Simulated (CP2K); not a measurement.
Two runs for the O K edge of formate dihydrate. Run A: CP2K XAS_TDP, all-electron GAPW, PBEh(45%), aug-cc-pVDZ, TDA, no relativity. Run B differs in one setting.

First lines with a strength over 0.0015. A:

```
                                        atom  energy (eV)  states  strength, one atom
           O1 (bonded to C, takes 2 H bonds)       528.11       1              0.0297
                                                   530.36       1              0.0015
                                                   532.29       1              0.0015
                                                   533.07       1              0.0043
                                                   533.35       1              0.0052
            O3 (bonded to C, takes 1 H bond)       528.00       1              0.0317
                                                   530.41       1              0.0017
                                                   531.16       1              0.0019
                                                   531.95       1              0.0017
                                                   533.30       1              0.0044
O4 (bonded to 2 H, gives 2 H bonds, takes 1)       529.51       1              0.0017
                                                   530.30       1              0.0073
                                                   530.47       1              0.0043
                                                   531.85       1              0.0089
                                                   532.02       1              0.0045
         O5 (bonded to 2 H, gives 2 H bonds)       529.58       1              0.0032
                                                   530.42       1              0.0026
                                                   530.74       1              0.0049
                                                   530.91       1              0.0033
                                                   531.34       1              0.0027
```

B:

```
                                        atom  energy (eV)  states  strength, one atom
           O1 (bonded to C, takes 2 H bonds)       532.52       1              0.0294
                                                   534.76       1              0.0015
                                                   536.70       1              0.0015
                                                   537.47       1              0.0043
                                                   537.76       1              0.0052
            O3 (bonded to C, takes 1 H bond)       532.42       1              0.0314
                                                   534.84       1              0.0017
                                                   535.58       1              0.0019
                                                   536.37       1              0.0017
                                                   537.72       1              0.0044
O4 (bonded to 2 H, gives 2 H bonds, takes 1)       535.13       1              0.0017
                                                   535.92       1              0.0072
                                                   536.09       1              0.0043
                                                   537.47       1              0.0088
                                                   537.63       1              0.0044
         O5 (bonded to 2 H, gives 2 H bonds)       535.36       1              0.0032
                                                   536.20       1              0.0025
                                                   536.51       1              0.0048
                                                   536.69       1              0.0033
                                                   537.12       1              0.0027
```

Question: Which was it: GW2X switched on, scalar relativity switched on, the functional, the basis?

GW2X switched on. GW2X shifts an atom's lines together and keeps their spacings. Against PBEh(45%) in aug-cc-pVDZ, the leading lines move by +4.41 eV (O1, to 532.52), +4.42 eV (O3, to 532.42), +5.62 eV (O4, to 535.92) and +5.77 eV (O5, to 536.51).

[Banner, clock and machine lines of the logs are left out without a mark of their own.]

[Logs are printed without paths, hosts, clocks, repeated set-up lines and the standing remarks that a program may print on its own settings, such as how far it seeks lower states.]

[Hosts, paths, dates, database ids (printed as entryN), source tags and the programs' standing remarks are cut or masked in the printed files.]
